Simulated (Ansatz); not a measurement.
Planning a GW calculation on SiO2 (Quartz).

```cif
data_structure
_symmetry_space_group_name_H-M 'P 1'
_symmetry_Int_Tables_number 1
_cell_length_a 4.9158
_cell_length_b 4.9158
_cell_length_c 5.4091
_cell_angle_alpha 90.000
_cell_angle_beta 90.000
_cell_angle_gamma 120.000
_cell_volume 113.20
loop_
_atom_site_label
_atom_site_type_symbol
_atom_site_fract_x
_atom_site_fract_y
_atom_site_fract_z
_atom_site_occupancy
Si1 Si 0.53030 0.00000 0.33333 1
Si2 Si 0.00000 0.53030 0.66667 1
Si3 Si 0.46970 0.46970 0.00000 1
O4 O 0.14620 0.41420 0.88100 1
O5 O 0.58580 0.73200 0.21433 1
O6 O 0.26800 0.85380 0.54767 1
O7 O 0.41420 0.14620 0.11900 1
O8 O 0.73200 0.58580 0.78567 1
O9 O 0.85380 0.26800 0.45233 1
```

The cell and positions come from the Crystallography Open Database and are kept as given unless a step says otherwise.

Runs so far (Ansatz 0.2.0, start PBE, hard PAW files, 6×6×4 mesh). Times are wall times on 1 × NVIDIA H100 80GB HBM3 (shared by 3 runs) with 4 threads of AMD EPYC 7R13 (Zen 3), shared host, good to a factor of about two.

| bands summed | cutoff (eV) | gap on the mesh (eV) | time |
| --- | --- | --- | --- |
| 320 | 110 | 8.845 | 1.7 min |
| 697 | 190 | 9.098 | 4.8 min |

Question: What should the next rung give, with 1164 bands and screening to 270 eV, and where is the limit?

The error falls about as one over the bands when the cutoff rises with them. A line through the two highest rungs given predicts 9.185 eV; the run gave 9.211 eV, close to it. The two highest rungs put the limit near 9.378 eV, the pair below near 9.313 eV; their difference is a rough measure of what is unsettled in bands and cutoff; the mesh is a separate error.

Gaps are over the mesh's points; an edge off the mesh would be missed. Limits: not at the basis limit.

[Paths, hosts, dates, memory and timing lines, banners, echoed tables and standing remarks are left out of the program output.]

[Logs are printed without paths, hosts, clocks, repeated set-up lines and the standing remarks that a program may print on its own settings, such as how far it seeks lower states.]

[Runs of the session that timed out or met a known fault of the program may be left out.]

[Cells called generated may have been cut or substituted from an entry of the Crystallography Open Database or the Materials Project.]

[Hosts, paths, dates, database ids (printed as entryN), source tags and the programs' standing remarks are cut or masked in the printed files.]
